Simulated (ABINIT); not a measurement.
# A GW run on LiBiB2O6 (R-3) in ABINIT, with inputs changed

Aim: change inputs of a GW run on LiBiB2O6 (R-3) and see what moves.

Method: LDA and many-body steps on it, plane waves, in ABINIT 10.8.3.

**1. The starting structure**

Symmetry: R-3, No. 148, trigonal system. Conventional cell: a = 4.879 Å, b = 4.879 Å, c = 15.675 Å, α = 90.00°, β = 90.00°, γ = 120.00°. Nearest to Li lie 6 O at 2.22 Å. Nearest to B lie 3 O at 1.38 Å. Nearest to Bi lie 6 O at 2.17 Å. Nearest to O lie 1 B at 1.38 Å and 1 Bi at 2.17 Å and 1 Li at 2.22 Å. Farther neighbours and most contacts between anions are not listed.

The cell and positions are those that the Materials Project relaxed with its own functionals (PBE, PBE+U or r2SCAN), kept fixed. Spin-orbit coupling is left out unless a step names it.

**2. Screening, 2×2×2 mesh, 66 bands, screening to 87.1 eV**

This step: ABINIT 10.8.3; RPA screening on LDA, plane waves, norm-conserving pseudopotentials.

The RPA dielectric matrix is built and inverted for each q.

run.abi reads:

```
acell 3*1.0 Angstrom
rprim 
  2.439250647883 1.408302018200 5.224968345293
  -2.439250647883 1.408302018200 5.224968345293
  0.000000000000 -2.816604036329 5.224968345313
ntypat 4
znucl 3 5 83 8
natom 10
typat 1 2 2 3 4 4 4 4 4 4
xred 
  0.500000000000 0.500000000000 0.500000000000
  0.254532000000 0.254532000000 0.254532000000
  0.745468000000 0.745468000000 0.745468000000
  -0.000000000000 -0.000000000000 0.000000000000
  0.031291000000 0.463879000000 0.746058000000
  0.536121000000 0.253942000000 0.968709000000
  0.253942000000 0.968709000000 0.536121000000
  0.746058000000 0.031291000000 0.463879000000
  0.463879000000 0.746058000000 0.031291000000
  0.968709000000 0.536121000000 0.253942000000
pp_dirpath "pseudos"
pseudos "Li.upf, B.upf, Bi.upf, O.upf"
ecut 36
ngkpt 2 2 2
nshiftk 1
shiftk 0 0 0
kptopt 1
chksymbreak 0
istwfk *1
occopt 1
irdwfk 1
optdriver 3
nband 66
ecuteps 3.2
inclvkb 2
awtr 1
symchi 1
indata_prefix "in"
outdata_prefix "out"
tmpdata_prefix "tmp"
```

Run with:

```bash
$ OMP_NUM_THREADS=1 mpirun -n 4 abinit run.abi > log
```

The program printed:

```text
.Version 10.8.3 of ABINIT. v10.8.2 released Aug 2026.

 Symmetries : space group R-3 (#148); Bravais hR (rhombohedral)
[... echo of the input left out ...]
== DATASET  1 ==================================================================
-   mpi_nproc: 4, omp_nthreads: 1 (-1 if OMP is not activated)

--- !DatasetInfo
iteration_state: {dtset: 1, }
dimensions: {natom: 10, nkpt: 4, mband: 66, nsppol: 1, nspinor: 1, nspden: 1, mpw: 7556, }
cutoff_energies: {ecut:  36.0, pawecutdg:  -1.0, }
electrons: {nelect:   6.00000000E+01, charge:   0.00000000E+00, occopt:   1.00000000E+00, tsmear:   1.00000000E-02, }

 SCREENING: Calculation of the susceptibility and dielectric matrices

 Based on a program developped by R.W. Godby, V. Olevano, G. Onida, and L. Reining.
 Incorporated in ABINIT by V. Olevano, G.-M. Rignanese, and M. Torrent.
.Using double precision arithmetic ; gwpc =  8

[... cell and pseudopotentials left out ...]
--------------------------------------------------------------------------------

 ==== K-mesh for the wavefunctions ====
 Number of points in the irreducible wedge :     4
[... list of points left out ...]
 Together with  6 symmetry operations and time-reversal symmetry
 yields     8 points in the full Brillouin Zone.

 ==== Q-mesh for the screening function ====
 Number of points in the irreducible wedge :     4
[... list of points left out ...]
 Together with  6 symmetry operations and time-reversal symmetry
 yields     8 points in the full Brillouin Zone.

 setmesh: FFT mesh size selected  =    40x   40x   40
          total number of points  =        64000

 vcoul_init : cutoff-mode = AUXILIARY_FUNCTION
 q-points for optical limit:   1
     1)      0.000010    0.000020    0.000030

- screening: taking advantage of time-reversal symmetry
- Maximum band index for partially occupied states nbvw = 30
- Remaining bands to be divided among processors   nbcw = 36
- Number of bands treated by each node ~9

 Number of electrons calculated from density =   60.0000; Expected =   60.0000
 average of density, n =  0.082560
 r_s =    1.4247
 omega_plasma =   27.7166 [eV]

 calculating chi0 at frequencies [eV] :
  1    0.000000E+00    0.000000E+00
  2    0.000000E+00    2.771656E+01

--------------------------------------------------------------------------------
  q-point number  1        q = ( 0.000000, 0.000000, 0.000000) [r.l.u.]
--------------------------------------------------------------------------------
[... chi0 elements left out ...]
 For q-point:  0.000010 0.000020 0.000030
  dielectric constant =   5.6717
  dielectric constant without local fields =   6.7846

  Average fulfillment of the sum rule on Im[epsilon] for q-point    1 :     26.92  [%]
[... wings left out ...]
  q-point number  2        q = ( 0.500000, 0.000000, 0.000000) [r.l.u.]
--------------------------------------------------------------------------------
[... chi0 elements left out ...]
  Average fulfillment of the sum rule on Im[epsilon] for q-point    2 :     35.58  [%]

 [... 2 further q-points ...]
```

The job ended after 16 s (4 MPI ranks of Intel Xeon 6975P-C (Granite Rapids), shared host; peak memory 1.3 GiB; 62 s of CPU time).

This step gave:

| Property | Result |
| --- | --- |
| ε∞ with local fields, on this mesh, along the program's q direction | 5.672 |
| the same without local fields | 6.785 |
| plasma frequency | 27.72 eV |
| plane waves in the screening matrix | 199 |

Local fields lower ε∞ by 16 %. On a Γ-centred mesh this coarse the value itself is usually too large, while a short band sum pulls it down.

**3. Base**

The self-energy is evaluated for the states that the input lists, and the levels follow from it, in one-shot runs by the linearised quasiparticle equation.

This step: G0W0 on LDA, plane waves, norm-conserving pseudopotentials.

Changes to run.abi since step 2:

```diff
@@ -31,8 +31,19 @@
 irdwfk 1
-optdriver 3
+optdriver 4
 nband 66
+gwcalctyp 0
+ecutsigx 36
+symsigma 1
+nkptgw 3
+kptgw 
+  0.5000000000 0.5000000000 0.0000000000
+  0.5000000000 0.5000000000 0.5000000000
+  0.0000000000 0.0000000000 0.0000000000
+bdgw 
+  29 32
+  29 32
+  29 32
 ecuteps 3.2
-inclvkb 2
-awtr 1
-symchi 1
+irdscr 1
+ppmodel 1
 indata_prefix "in"
```

The program printed:

```text
.Version 10.8.3 of ABINIT. v10.8.2 released Aug 2026.

 Symmetries : space group R-3 (#148); Bravais hR (rhombohedral)
[... echo of the input left out ...]
== DATASET  1 ==================================================================
-   mpi_nproc: 4, omp_nthreads: 1 (-1 if OMP is not activated)

--- !DatasetInfo
iteration_state: {dtset: 1, }
dimensions: {natom: 10, nkpt: 4, mband: 66, nsppol: 1, nspinor: 1, nspden: 1, mpw: 7556, }
cutoff_energies: {ecut:  36.0, pawecutdg:  -1.0, }
electrons: {nelect:   6.00000000E+01, charge:   0.00000000E+00, occopt:   1.00000000E+00, tsmear:   1.00000000E-02, }

 SIGMA: Calculation of the GW corrections

 Based on a program developped by R.W. Godby, V. Olevano, G. Onida, and L. Reining.
 Incorporated in ABINIT by V. Olevano, G.-M. Rignanese, and M. Torrent.
.Using double precision arithmetic ; gwpc =  8

[... cell and pseudopotentials left out ...]
--------------------------------------------------------------------------------

 ==== K-mesh for the wavefunctions ====
 Number of points in the irreducible wedge :     4
[... list of points left out ...]
 Together with  6 symmetry operations and time-reversal symmetry
 yields     8 points in the full Brillouin Zone.

 ==== Q-mesh for screening function ====
 Number of points in the irreducible wedge :     4
[... list of points left out ...]
 Together with  6 symmetry operations and time-reversal symmetry
 yields     8 points in the full Brillouin Zone.

 vcoul_init : cutoff-mode = AUXILIARY_FUNCTION
 q-points for optical limit:   1
     1)      0.000010    0.000020    0.000030
 setmesh: FFT mesh size selected  =    64x   64x   64
          total number of points  =       262144

 Number of electrons calculated from density =   60.0000; Expected =   60.0000
 average of density, n =  0.082560
 r_s =    1.4247
 omega_plasma =   27.7166 [eV]

 === KS Band Gaps ===
  >>>> For spin  1
   Minimum direct gap =   1.4787 [eV], located at k-point      :   0.0000  0.0000  0.0000
   Fundamental gap    =   1.2823 [eV], Top of valence bands at :   0.5000  0.5000  0.0000
                                       Bottom of conduction at :   0.5000  0.5000  0.5000
 SIGMA fundamental parameters:
 PLASMON POLE MODEL  1
 number of plane-waves for SigmaX                 7491
 number of plane-waves for SigmaC and W            199
 number of plane-waves for wavefunctions          7491
 number of bands                                    66
 number of independent spin polarizations            1
 number of spinorial components                      1
 number of k-points in IBZ                           4
 number of q-points in IBZ                           4
 number of symmetry operations                       6
 number of k-points in BZ                            8
 number of q-points in BZ                            8
 number of frequencies for dSigma/dE                 9
 frequency step for dSigma/dE [eV]                0.25
 number of omega for Sigma on real axis              0
 max omega for Sigma on real axis  [eV]           0.00
 zcut for avoiding poles [eV]                     0.10

 EPSILON^-1 parameters (SCR file):
 dimension of the eps^-1 matrix on file            199
 dimension of the eps^-1 matrix used               199
 number of plane-waves for wavefunctions          7491
 number of bands                                    66
 number of q-points in IBZ                           4
 number of frequencies                               2
 number of real frequencies                          1
 number of imag frequencies                          1

 matrix elements of self-energy operator (all in [eV])

 Perturbative Calculation

--- !SelfEnergy_ee
iteration_state: {dtset: 1, }
kpoint     : [   0.500,    0.500,    0.000, ]
spin       : 1
KS_gap     :    1.805
QP_gap     :    3.221
Delta_QP_KS:    1.416
data: !SigmaeeData |
     Band     E0 <VxcDFT>   SigX SigC(E0)      Z dSigC/dE  Sig(E)    E-E0       E
       29   1.116 -19.528 -24.410   5.361   0.758  -0.320 -19.165   0.363   1.479
       30   1.451 -19.818 -24.369   5.145   0.756  -0.322 -19.368   0.450   1.901
       31   3.256 -19.617 -16.743  -0.507   0.788  -0.269 -17.751   1.866   5.122
       32   7.920 -13.962  -9.074  -2.760   0.823  -0.216 -12.212   1.750   9.671

--- !SelfEnergy_ee
iteration_state: {dtset: 1, }
kpoint     : [   0.500,    0.500,    0.500, ]
spin       : 1
KS_gap     :    1.819
QP_gap     :    3.296
Delta_QP_KS:    1.477
data: !SigmaeeData |
     Band     E0 <VxcDFT>   SigX SigC(E0)      Z dSigC/dE  Sig(E)    E-E0       E
       29   0.915 -19.441 -24.653   5.580   0.755  -0.324 -19.163   0.278   1.193
       30   0.915 -19.441 -24.653   5.580   0.755  -0.324 -19.163   0.278   1.193
[...]
--- !SelfEnergy_ee
iteration_state: {dtset: 1, }
kpoint     : [   0.000,    0.000,    0.000, ]
spin       : 1
KS_gap     :    1.479
QP_gap     :    2.894
Delta_QP_KS:    1.415
data: !SigmaeeData |
     Band     E0 <VxcDFT>   SigX SigC(E0)      Z dSigC/dE  Sig(E)    E-E0       E
[...]
30   1.300 -19.809 -24.990   5.611   0.756  -0.323 -19.484   0.325   1.625
       31   2.779 -18.879 -16.259  -0.409   0.787  -0.271 -17.139   1.740   4.519
       32   8.132 -12.684  -6.854  -3.313   0.815  -0.227 -10.632   2.052  10.184

== END DATASET(S) ==============================================================
================================================================================

 -outvars: echo values of variables after computation  --------
           etotal      0.0000000000E+00
            nband          66
             nkpt           4
          spgroup         148
 [... the other variables as echoed above ...]

 Calculation completed.
```

Run time: 6 s. Hardware: 4 MPI ranks; peak memory 1.2 GiB; 23 s of CPU time.

Numbers from this step:

* G0W0 gap on the points computed: 2.587 eV
* starting gap on the mesh: 1.282 eV
* k of the valence top: 0.5, 0.5, 0
* k of the conduction bottom: 0.5, 0.5, 0.5
* Z at the valence top: 0.756
* Z at the conduction bottom: 0.789
* least direct G0W0 gap on the computed points: 2.894 eV

The gap on the mesh goes from 1.28 eV to 2.59 eV, a correction of +1.30 eV.

**4. Broadening of the poles**

Changes to run.abi since step 3:

```diff
@@ -48,2 +48,3 @@
 ppmodel 1
+zcut 0.5 eV
 indata_prefix "in"
```

The program printed:

```text
.Version 10.8.3 of ABINIT. v10.8.2 released Aug 2026.

 Symmetries : space group R-3 (#148); Bravais hR (rhombohedral)
[... echo of the input left out ...]
== DATASET  1 ==================================================================
-   mpi_nproc: 4, omp_nthreads: 1 (-1 if OMP is not activated)

--- !DatasetInfo
iteration_state: {dtset: 1, }
dimensions: {natom: 10, nkpt: 4, mband: 66, nsppol: 1, nspinor: 1, nspden: 1, mpw: 7556, }
cutoff_energies: {ecut:  36.0, pawecutdg:  -1.0, }
electrons: {nelect:   6.00000000E+01, charge:   0.00000000E+00, occopt:   1.00000000E+00, tsmear:   1.00000000E-02, }

 SIGMA: Calculation of the GW corrections

 Based on a program developped by R.W. Godby, V. Olevano, G. Onida, and L. Reining.
 Incorporated in ABINIT by V. Olevano, G.-M. Rignanese, and M. Torrent.
.Using double precision arithmetic ; gwpc =  8

[... cell and pseudopotentials left out ...]
--------------------------------------------------------------------------------

 ==== K-mesh for the wavefunctions ====
 Number of points in the irreducible wedge :     4
[... list of points left out ...]
 Together with  6 symmetry operations and time-reversal symmetry
 yields     8 points in the full Brillouin Zone.

 ==== Q-mesh for screening function ====
 Number of points in the irreducible wedge :     4
[... list of points left out ...]
 Together with  6 symmetry operations and time-reversal symmetry
 yields     8 points in the full Brillouin Zone.

 vcoul_init : cutoff-mode = AUXILIARY_FUNCTION
 q-points for optical limit:   1
     1)      0.000010    0.000020    0.000030
 setmesh: FFT mesh size selected  =    64x   64x   64
          total number of points  =       262144

 Number of electrons calculated from density =   60.0000; Expected =   60.0000
[...]
number of plane-waves for wavefunctions          7491
 number of bands                                    66
 number of q-points in IBZ                           4
 number of frequencies                               2
 number of real frequencies                          1
 number of imag frequencies                          1

 matrix elements of self-energy operator (all in [eV])

 Perturbative Calculation

--- !SelfEnergy_ee
iteration_state: {dtset: 1, }
kpoint     : [   0.500,    0.500,    0.000, ]
spin       : 1
KS_gap     :    1.805
QP_gap     :    3.221
Delta_QP_KS:    1.417
data: !SigmaeeData |
     Band     E0 <VxcDFT>   SigX SigC(E0)      Z dSigC/dE  Sig(E)    E-E0       E
       29   1.116 -19.528 -24.410   5.361   0.757  -0.320 -19.165   0.363   1.479
       30   1.451 -19.818 -24.369   5.145   0.757  -0.322 -19.368   0.450   1.901
       31   3.256 -19.617 -16.743  -0.508   0.788  -0.268 -17.751   1.867   5.122
[...]
--- !SelfEnergy_ee
iteration_state: {dtset: 1, }
kpoint     : [   0.500,    0.500,    0.500, ]
spin       : 1
KS_gap     :    1.819
QP_gap     :    3.296
Delta_QP_KS:    1.477
data: !SigmaeeData |
     Band     E0 <VxcDFT>   SigX SigC(E0)      Z dSigC/dE  Sig(E)    E-E0       E
[...]
--- !SelfEnergy_ee
iteration_state: {dtset: 1, }
kpoint     : [   0.000,    0.000,    0.000, ]
spin       : 1
KS_gap     :    1.479
QP_gap     :    2.894
Delta_QP_KS:    1.415
data: !SigmaeeData |
     Band     E0 <VxcDFT>   SigX SigC(E0)      Z dSigC/dE  Sig(E)    E-E0       E
[...]
31   2.779 -18.879 -16.259  -0.409   0.787  -0.271 -17.139   1.740   4.519
       32   8.132 -12.684  -6.854  -3.312   0.814  -0.229 -10.634   2.050  10.182

== END DATASET(S) ==============================================================
================================================================================

 -outvars: echo values of variables after computation  --------
           etotal      0.0000000000E+00
            nband          66
             nkpt           4
          spgroup         148
 [... the other variables as echoed above ...]

 Calculation completed.
```

Run time: 6 s. Hardware: 4 MPI ranks; peak memory 1.2 GiB; 23 s of CPU time.

Numbers from this step:

```yaml
g0w0_gap_on_the_points_computed: 2.587 eV
starting_gap_on_the_mesh: 1.282 eV
k_of_the_valence_top: 0.5, 0.5, 0
k_of_the_conduction_bottom: 0.5, 0.5, 0.5
z_at_the_valence_top: 0.757
z_at_the_conduction_bottom: 0.789
least_direct_g0w0_gap_on_the_computed_points: 2.894 eV
```

Against G0W0 in ABINIT (2×2×2 mesh, 66 bands, screening to 87.1 eV, Godby-Needs plasmon pole), the gap moves by +0.000 eV.

**5. No symmetry in the self-energy**

Changes to run.abi since step 4:

```diff
@@ -35,3 +35,3 @@
 ecutsigx 36
-symsigma 1
+symsigma 0
 nkptgw 3
@@ -48,3 +48,2 @@
 ppmodel 1
-zcut 0.5 eV
 indata_prefix "in"
```

The program printed:

```text
.Version 10.8.3 of ABINIT. v10.8.2 released Aug 2026.

 Symmetries : space group R-3 (#148); Bravais hR (rhombohedral)
[... echo of the input left out ...]
== DATASET  1 ==================================================================
-   mpi_nproc: 4, omp_nthreads: 1 (-1 if OMP is not activated)

--- !DatasetInfo
iteration_state: {dtset: 1, }
dimensions: {natom: 10, nkpt: 4, mband: 66, nsppol: 1, nspinor: 1, nspden: 1, mpw: 7556, }
cutoff_energies: {ecut:  36.0, pawecutdg:  -1.0, }
[...]
Band     E0 <VxcDFT>   SigX SigC(E0)      Z dSigC/dE  Sig(E)    E-E0       E
[...]
31   2.779 -18.879 -16.259  -0.409   0.787  -0.271 -17.139   1.740   4.519
       32   8.132 -12.684  -6.854  -3.313   0.815  -0.227 -10.632   2.052  10.184

== END DATASET(S) ==============================================================
================================================================================

 -outvars: echo values of variables after computation  --------
           etotal      0.0000000000E+00
            nband          66
             nkpt           4
          spgroup         148
 [... the other variables as echoed above ...]

 Calculation completed.
```

Run time: 7.8 s. Hardware: 4 MPI ranks; peak memory 1.2 GiB; 30 s of CPU time.

Numbers from this step:

```yaml
g0w0_gap_on_the_points_computed: 2.587 eV
starting_gap_on_the_mesh: 1.282 eV
k_of_the_valence_top: 0.5, 0.5, 0
k_of_the_conduction_bottom: 0.5, 0.5, 0.5
least_direct_g0w0_gap_on_the_computed_points: 2.894 eV
```

Against G0W0 in ABINIT (2×2×2 mesh, 66 bands, screening to 87.1 eV, Godby-Needs plasmon pole), the gap moves by +0.000 eV.

[end of part 1 of 2]

[Paths, hosts, dates, memory and timing lines, banners, echoed tables and standing remarks are left out of the program output.]

[Logs are printed without paths, hosts, clocks, repeated set-up lines and the standing remarks that a program may print on its own settings, such as how far it seeks lower states.]

[Runs of the session that timed out or met a known fault of the program may be left out.]

[No measured gap is set beside runs whose start may be inverted or whose files or cutoffs have a known fault.]

[Hosts, paths, dates, database ids (printed as entryN), source tags and the programs' standing remarks are cut or masked in the printed files.]

[G0W0 gaps are taken among the corrected bands and points alone; a level outside them can change the order at an edge.]

[Where Ansatz stands beside ABINIT at settings called matched, ABINIT's density can come from a denser mesh and the files from another edition; pairs whose starting gaps differed by over 0.03 eV were left out, so agreement reads better than it is.]
